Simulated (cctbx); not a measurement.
## Which space group?

Cell: a = 12.9640 Å, b = 7.5060 Å, c = 9.6410 Å, α = 90.00°, β = 90.00°, γ = 90.00°. Expected content of the cell: Sm8 Ga36 Mn12.

Simulated single-crystal data (cctbx): Mo Kα, λ = 0.71073 Å, to d = 0.77 Å, 80 % of the full sphere, strongest reflection 5000 counts, noise from counting, a 1.5 % proportional error and a noise floor of 4 counts (s.d.); no absorption.

A first pass over the reflections prints:

```text
6790 reflections to d = 0.770 A
centring   violations  <I/sigma> of those
    A        967 of  3419      3.7
    B        967 of  3388      3.8
    C          0 of  3423     -0.0
    I        924 of  3388      3.4
    R       1281 of  4516      3.8
    F        967 of  5115      2.5
Laue class    unique    Rint  (classes that these axes allow; Friedel mates merged)
C 1 2/m 1        1147   0.050
C 2/m 1 1        1113   0.049
C m m m           635   0.053
space group    extra absences  I>4sigma  <I/sigma>
C 2 2 21                9          0      -0.4  acentric
C 2 2 2                 0          0         -  acentric
C m m 2                 0          0         -  acentric
C m c 21              127          0       0.1  acentric
C 2 m m                 0          0         -  acentric
C m 2 m                 0          0         -  acentric
C 2 c m               127          0       0.1  acentric
C m c m               127          0       0.1  centric
C m m m                 0          0         -  centric
Wilson B = 0.27 A^2   <|E^2-1|> = 1.030 (0.968 centric, 0.736 acentric)   E^2>4: 5.7 %
shell (A)         n   <I/sigma>
 9.64 - 1.54     93     18.2
 1.54 - 1.22     79     19.4
 1.22 - 1.07     79     14.7
 1.07 - 0.97     84     18.4
 0.97 - 0.90     74     12.7
 0.90 - 0.85     76     14.7
 0.85 - 0.81     79     12.1
 0.81 - 0.77     71     12.8
```

**Question.** What are the lattice type, the Laue class and the likely space group?

The reflections that C centring forbids are absent (⟨I/σ⟩ near 0), so the lattice is C.

Rint stays low (0.049 to 0.053) up to C m m m, the highest class in these axes.

9 settings pass the absence test. The most absences obeyed, 127, belong to C m c 21, C 2 c m and C m c m, which absences can't tell apart.

⟨|E²−1|⟩ = 1.030 leans to a centrosymmetric structure. The Wilson B of 0.27 Å² means U ≈ 0.0034 Å².

The true group is Cmcm (no. 63), Laue class mmm, centrosymmetric. The tables only narrow the choice to the tied entries; cell content, site symmetry and trial solutions must settle it.

The model was made for the exercise: a known structure type with other elements put in, its volume estimated, not relaxed; displacement parameters are assumed.

[Logs are printed without paths, hosts, clocks, repeated set-up lines and the standing remarks that a program may print on its own settings, such as how far it seeks lower states.]
